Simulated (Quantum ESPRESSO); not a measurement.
# Iridium (Fm-3m): phonons by linear response

How does Iridium (Fm-3m) vibrate, and is this structure a minimum?

Main program and level: Quantum ESPRESSO 7.5; DFT LDA, scalar-relativistic, plane waves, PseudoDojo norm-conserving pseudopotentials.

Report form: the programs' logs are mostly left out.

The database entry behind the starting cell differs from later determinations by our own check (0.1 to 0.3 % short, probably kX units), so it need not match the best structure at ambient conditions.

## 1. Starting point

Symmetry: Fm-3m, No. 225, cubic system. The conventional cell has a = 3.831 Å, b = 3.831 Å, c = 3.831 Å, α = 90.00°, β = 90.00°, γ = 90.00°. Nearest to Ir lie 12 Ir at 2.71 Å.

Structure file:

```cif
data_structure
_symmetry_space_group_name_H-M 'P 1'
_symmetry_Int_Tables_number 1
_cell_length_a 2.7091
_cell_length_b 2.7091
_cell_length_c 2.7091
_cell_angle_alpha 60.000
_cell_angle_beta 60.000
_cell_angle_gamma 60.000
_cell_volume 14.06
loop_
_atom_site_label
_atom_site_type_symbol
_atom_site_fract_x
_atom_site_fract_y
_atom_site_fract_z
_atom_site_occupancy
Ir1 Ir 0.00000 0.00000 0.00000 1
```

## 2. A probe with smearing

A cheap run with smearing and empty bands tells whether the crystal has a gap, which decides between fixed occupations and smearing later on.

probe.in

```
&control
   calculation = 'scf'
   prefix = 'x'
   outdir = './tmp'
   pseudo_dir = './pseudo'
   tprnfor = .true.
   tstress = .true.
   verbosity = 'high'
/
&system
   ibrav = 0
   nat = 1
   ntyp = 1
   ecutwfc = 68.0
   occupations = 'smearing'
   smearing = 'gaussian'
   degauss = 0.01
/
&electrons
   conv_thr = 1.0d-07
   mixing_beta = 0.7
   electron_maxstep = 100
/
ATOMIC_SPECIES
 Ir    192.2170  Ir.upf
CELL_PARAMETERS angstrom
     0.000000000    1.915600000    1.915600000
     1.915600000    0.000000000    1.915600000
     1.915600000    1.915600000    0.000000000
ATOMIC_POSITIONS crystal
 Ir     0.000000000   0.000000000   0.000000000
K_POINTS automatic
 8 8 8 0 0 0
```

On the command line:

```sh
$ OMP_NUM_THREADS=1 mpirun -n 4 pw.x -nk 4 -in probe.in > probe.out
```

It took 1.9 s on 4 MPI ranks of Arm Neoverse V1, shared host; 7.1 s of CPU time.

Numbers from this step:

| Quantity | Value |
| --- | --- |
| volume per atom | 14.06 Å³ |
| pressure | -5.292 GPa |
| gap on the k-mesh | 0 eV |

No gap opens on this mesh, so smearing is kept; the start stands at -5.3 GPa.

## 3. Relaxation

The relaxation runs at a cutoff a fifth above that of the response, since stress converges more slowly with the basis than frequencies do. Forces and stress are brought to rest with tight thresholds.

relax.in

```
&control
   calculation = 'vc-relax'
   prefix = 'x'
   outdir = './tmp'
   pseudo_dir = './pseudo'
   tprnfor = .true.
   tstress = .true.
   forc_conv_thr = 2.0d-05
   etot_conv_thr = 1.0d-07
   nstep = 40
/
&system
   ibrav = 0
   nat = 1
   ntyp = 1
   ecutwfc = 82
   occupations = 'smearing'
   smearing = 'mv'
   degauss = 0.02
/
&electrons
   conv_thr = 1.0d-11
   mixing_beta = 0.7
   electron_maxstep = 100
/
&ions
/
&cell
   press_conv_thr = 0.2
/
ATOMIC_SPECIES
 Ir    192.2170  Ir.upf
CELL_PARAMETERS angstrom
     0.000000000    1.915600000    1.915600000
     1.915600000    0.000000000    1.915600000
     1.915600000    1.915600000    0.000000000
ATOMIC_POSITIONS crystal
 Ir     0.000000000   0.000000000   0.000000000
K_POINTS automatic
 16 16 16 0 0 0
```

On the command line:

```sh
$ OMP_NUM_THREADS=1 mpirun -n 4 pw.x -nk 4 -in relax.in > relax.out
```

It took 34 s on 4 MPI ranks.

Step by step:

```
step  energy less that of the first step (eV)  largest force (eV/Å)  pressure (GPa)  volume (Å³)
   1                                   0.0000                0.0000           -6.68        14.06
   2                                   0.0001                0.0000            7.22        13.59
   3                                  -0.0051                0.0000           -0.08        13.82
   4                                  -0.0051                0.0000            0.00        13.82
   5                                  -0.0051                0.0000            0.00        13.82
```

```
conventional cell, symmetrised  before  after  change
                         a (Å)   3.831  3.809  -0.6 %
                         b (Å)   3.831  3.809  -0.6 %
                         c (Å)   3.831  3.809  -0.6 %
              volume (Å³/atom)   14.06  13.82  -1.7 %
```

The relaxed structure:

```
Ir
1.0
     0.00000    1.90465    1.90465
     1.90465    0.00000    1.90465
     1.90465    1.90465    0.00000
Ir
1
Direct
  0.00000 0.00000 0.00000
```

The last row of the table of steps is pw.x's closing run on a basis chosen anew for the final cell, so its energy can jump.

This step gave:

- volume per atom: 13.82 Å³
- pressure: 0.001 GPa

The volume changes by -1.7 % from the cell with which this run began.

## 4. Ground state

Perturbation theory inherits every error of the wavefunctions, so the threshold is set near the limit of the arithmetic. Smearing stays on, as the first look found no gap above 0.3 eV.

scf.in

```
&control
   calculation = 'scf'
   prefix = 'x'
   outdir = './tmp'
   pseudo_dir = './pseudo'
   tprnfor = .true.
   tstress = .true.
/
&system
   ibrav = 0
   nat = 1
   ntyp = 1
   ecutwfc = 68.0
   occupations = 'smearing'
   smearing = 'mv'
   degauss = 0.02
/
&electrons
   conv_thr = 1.0d-12
   mixing_beta = 0.7
   electron_maxstep = 100
/
ATOMIC_SPECIES
 Ir    192.2170  Ir.upf
CELL_PARAMETERS angstrom
     0.000000000    1.904647640    1.904647640
     1.904647640    0.000000000    1.904647640
     1.904647640    1.904647640    0.000000000
ATOMIC_POSITIONS crystal
 Ir     0.000000000   0.000000000   0.000000000
K_POINTS automatic
 16 16 16 0 0 0
```

On the command line:

```sh
$ OMP_NUM_THREADS=1 mpirun -n 4 pw.x -nk 4 -in scf.in > scf.out
```

It took 7.9 s on 4 MPI ranks; 31 s of CPU time.

This step gave:

* pressure: -0.036 GPa

The cell stands at -0.036 GPa, close enough for phonons.

## 5. Phonons on a q mesh

Linear response treats each wavevector in the unit cell, with no supercell; the 4×4×4 mesh fixes the range of the force constants to be had.

ph.in

```
phonons
&inputph
   prefix = 'x'
   outdir = './tmp'
   fildyn = 'x.dyn'
   tr2_ph = 1.0d-18
   alpha_mix(1) = 0.4
   nmix_ph = 8
   ldisp = .true.
   nq1 = 4
   nq2 = 4
   nq3 = 4
/
```

On the command line:

```sh
$ OMP_NUM_THREADS=1 mpirun -n 4 ph.x -nk 4 -in ph.in > ph.out
```

Elapsed: 55 min, on 4 MPI ranks; 3.7 h of CPU time.

Numbers from this step:

| Quantity | Value |
| --- | --- |
| largest acoustic frequency at the zone centre before the sum rule | 0.39 cm⁻¹ |
| lowest mode on the q mesh (acoustic ones at the zone centre apart) | 86.19 cm⁻¹ |

Frequencies (cm⁻¹) at each irreducible wavevector; negative means imaginary. Frequencies by wavevector:

```
  q (fractions)  star  mode 1  mode 2  mode 3
          0 0 0     1    0.39    0.39    0.39
       0 0 0.25     8   86.19   86.19   169.2
       0 0 -0.5     4   112.8   112.8   202.6
    0 0.25 0.25     6   114.5   114.5   184.3
    0 0.25 -0.5    24   136.6   147.9   185.5
   0 0.25 -0.25    12   125.8   138.2   188.9
    0 -0.5 -0.5     3   151.2   151.2   187.4
0.25 -0.5 -0.25     6   159.4   163.3   163.3
```

The acoustic modes at Γ come out as far as 0.4 cm⁻¹ from zero, where they should vanish, a small numerical error.

## 6. Fourier transform to real space

The dynamical matrices of the mesh are Fourier-transformed to force constants in real space.

q2r.in

```
&input
   fildyn = 'x.dyn'
   zasr = 'simple'
   flfrc = 'x.fc'
/
```

On the command line:

```sh
$ q2r.x < q2r.in > q2r.out
```

Wall time 0.47 s (1 thread).

## 7. Interpolated phonon bands

From the force constants any wavevector is cheap; points of the mesh come back as solved, but for the sum rule and, in polar crystals, the LO-TO term at Γ; the rest is interpolation.

matdyn.in

```
&input
   asr = 'simple'
   flfrc = 'x.fc'
   flfrq = 'x.freq'
   flvec = 'x.modes'
   q_in_band_form = .true.
   q_in_cryst_coord = .true.
/
8
  0.0000000   0.0000000   0.0000000  12  ! GAMMA
  0.5000000   0.0000000   0.5000000  12  ! X
  0.6250000   0.2500000   0.6250000   1  ! U
  0.3750000   0.3750000   0.7500000  12  ! K
  0.0000000   0.0000000   0.0000000  12  ! GAMMA
  0.5000000   0.5000000   0.5000000  12  ! L
  0.5000000   0.2500000   0.7500000  12  ! W
  0.5000000   0.0000000   0.5000000   1  ! X
```

On the command line:

```sh
$ matdyn.x -in matdyn.in > matdyn.out
```

Run time: 0.47 s. Hardware: 1 thread.

Read from the output:

```yaml
lowest_frequency_on_the_path: 0 cm⁻¹
mean_frequency: 146.6 cm⁻¹
debye_temperature_second_moment: 279 K
logarithmic_mean_frequency: 142.2 cm⁻¹
```

Matdyn.x, sum rule simple. Phonon branches along the path, in cm⁻¹:

```
    point  branch 1  branch 2  branch 3
        Γ         0         0         0
  halfway       114       114       184
        X       151       151       187
  halfway       150       154       183
        U       146       164       171
jump to K       146       164       171
  halfway       106       114       182
        Γ         0         0         0
  halfway        86        86       169
        L       113       113       203
  halfway       135       145       185
        W       159       163       163
  halfway       153       155       179
        X       151       151       187
```

Lowest modes at the softest wavevector of the mesh; phase exp(i q.(R + tau)). Modes at q = (0.000, 0.250, 0.000):

```
mode  frequency (cm⁻¹)
   1              86.2
   2              86.2
   3             169.2
```

Displacements in mode 1 (86.2 cm⁻¹), the largest set to 1, in the home cell:
```
Ir1 -0.50  0.50  1.00
```

Displacements in mode 3 (169.2 cm⁻¹), the largest set to 1, in the home cell:
```
Ir1  1.00 -1.00  1.00
```

Force constants by pair (phonopy on the run's constants); pairs near half the supercell's span include their periodic images. Pair force constants, by row:

```
atom  neighbour  distance (Å)  third of the trace (eV/Å²)  along the pair's line (eV/Å²)
 Ir1     itself             0                       15.96                              –
 Ir1         Ir         2.694                     -0.8977                         -3.081
 Ir1         Ir         3.809                     -0.1036                         -1.075
 Ir1         Ir         4.665                     -0.1608                        -0.4557
 Ir1         Ir         5.387                     -0.1914                        -0.5007
 Ir1         Ir         6.023                      0.0294                         0.0565
 Ir1         Ir         6.598                     -0.0355                        -0.0355
```

Harmonic mean-square displacement, third of the trace. Mean-square displacements:

```
T (K)  Ir1 U_eq (Å²)
    0        6.40e-4
  100        9.40e-4
  300         0.0023
  600         0.0045
```

Mode patterns, pair constants, displacements and means over the zone were worked out by phonopy from the force constants of q2r.x.

All branches are real along the path.

## 8. Density of states

Sums over the zone need many more wavevectors than were solved, so the interpolation is sampled on a dense mesh.

matdyn.in

```
&input
   asr = 'simple'
   flfrc = 'x.fc'
   dos = .true.
   fldos = 'x.dos'
   nk1 = 20
   nk2 = 20
   nk3 = 20
   deltaE = 0.3
/
```

On the command line:

```sh
$ matdyn.x -in matdyn.in > matdyn.out
```

Wall time 3.8 s (1 thread).

This step gave:

```
share of modes beyond 3i cm⁻¹ on the dense interpolated mesh : 0
zero-point energy per atom                                   : 27.27 meV
heat capacity at 300 K                                       : 23.90 J/(mol atoms K)
vibrational entropy at 300 K                                 : 35.00 J/(mol atoms K)
```

Tetrahedra. The phonon density of states by wavenumber; read off at these points:

wavenumber (cm⁻¹), phonon density of states (1/cm⁻¹/cell) and a bar:
```
        5     0.0000 
       10     0.0000 
       15     0.0000 
       20     0.0001 
       25     0.0003 
       30     0.0004 
       35     0.0005 
       40     0.0008 
       45     0.0010 
       50     0.0013 #
       55     0.0016 #
       60     0.0020 #
       65     0.0024 #
       70     0.0030 #
       75     0.0036 ##
       80     0.0043 ##
       85     0.0053 ###
       90     0.0064 ###
       95     0.0079 ####
      100     0.0097 #####
      105     0.0124 ######
      110     0.0167 ########
      115     0.0250 ############
      120     0.0273 #############
      125     0.0294 ###############
      130     0.0322 ################
      135     0.0355 ##################
      140     0.0394 ###################
      145     0.0441 ######################
      150     0.0517 ##########################
      155     0.0308 ###############
      160     0.0203 ##########
      165     0.0032 ##
      170     0.0104 #####
      175     0.0215 ###########
      180     0.0283 ##############
      185     0.0370 ##################
      190     0.0607 ##############################
      195     0.0232 ###########
      200     0.0066 ###
```

Harmonic thermodynamic functions per atom, summed over the density of states scaled to three modes an atom; melting is ignored. Thermodynamic functions:

```
T (K)  F_vib (meV/atom)  S (J/mol-atom/K)  C_V (J/mol-atom/K)
    0             27.27                 0                   0
   50             26.94             2.667               7.337
  100             23.35             11.35               17.36
  200               3.7             25.53               22.67
  300            -27.96                35                23.9
  400               -68             41.95               24.35
  500            -114.4             47.41               24.56
  600            -165.9              51.9               24.68
  700            -221.8             55.71               24.75
  800            -281.2             59.01               24.79
  900            -343.9             61.94               24.82
 1000            -409.5             64.55               24.85
```

At 300 K the heat capacity has reached 96 % of the Dulong-Petit value.

## 9. The dispersion under another sum rule (asr no)

The sum rule corrects the force constants themselves, so it can shift branches at any wavevector, low ones most.

matdyn.in

```
&input
   asr = 'no'
   flfrc = 'x.fc'
   flfrq = 'x.freq'
   flvec = 'x.modes'
   q_in_band_form = .true.
   q_in_cryst_coord = .true.
/
8
  0.0000000   0.0000000   0.0000000   8  ! GAMMA
  0.5000000   0.0000000   0.5000000   8  ! X
  0.6250000   0.2500000   0.6250000   1  ! U
  0.3750000   0.3750000   0.7500000   8  ! K
  0.0000000   0.0000000   0.0000000   8  ! GAMMA
  0.5000000   0.5000000   0.5000000   8  ! L
  0.5000000   0.2500000   0.7500000   8  ! W
  0.5000000   0.0000000   0.5000000   1  ! X
```

On the command line:

```sh
$ matdyn.x -in matdyn.in > matdyn.out
```

Wall time 0.46 s (1 thread).

Read from the output:

| Property | Result |
| --- | --- |
| lowest frequency on the path | 0.3915 cm⁻¹ |

At the labelled points the branches move by no more than 0.5 cm⁻¹.

## 10. Outcome

| Item | Value |
| --- | --- |
| space group after relaxation | Fm-3m |
| volume per atom | 13.8 Å³ |
| q mesh | 4×4×4 |
| lowest mode on the q mesh (acoustic ones at the zone centre apart) | 86.2 cm⁻¹ |
| zero-point energy per atom | 27.3 meV |
| heat capacity at 300 K | 23.9 J/(mol atoms K) |
| vibrational entropy at 300 K | 35.0 J/(mol atoms K) |
| imaginary modes on the q mesh | none |

What this shows: Iridium (Fm-3m) is dynamically stable on the 4×4×4 mesh; its spectrum reaches 203 cm⁻¹. These are harmonic frequencies at zero temperature: anharmonic shifts and linewidths and thermal expansion are left out. Spin-orbit coupling is left out, which can matter for the heavy elements here. In a metal the frequencies hang on the k mesh and the smearing, most of all near Kohn anomalies.

[Host names and launcher messages were left out of these logs when they were recorded.]

[Logs are printed without paths, hosts, clocks, repeated set-up lines and the standing remarks that a program may print on its own settings, such as how far it seeks lower states.]

[Hosts, paths, dates, database ids (printed as entryN), source tags and the programs' standing remarks are cut or masked in the printed files.]
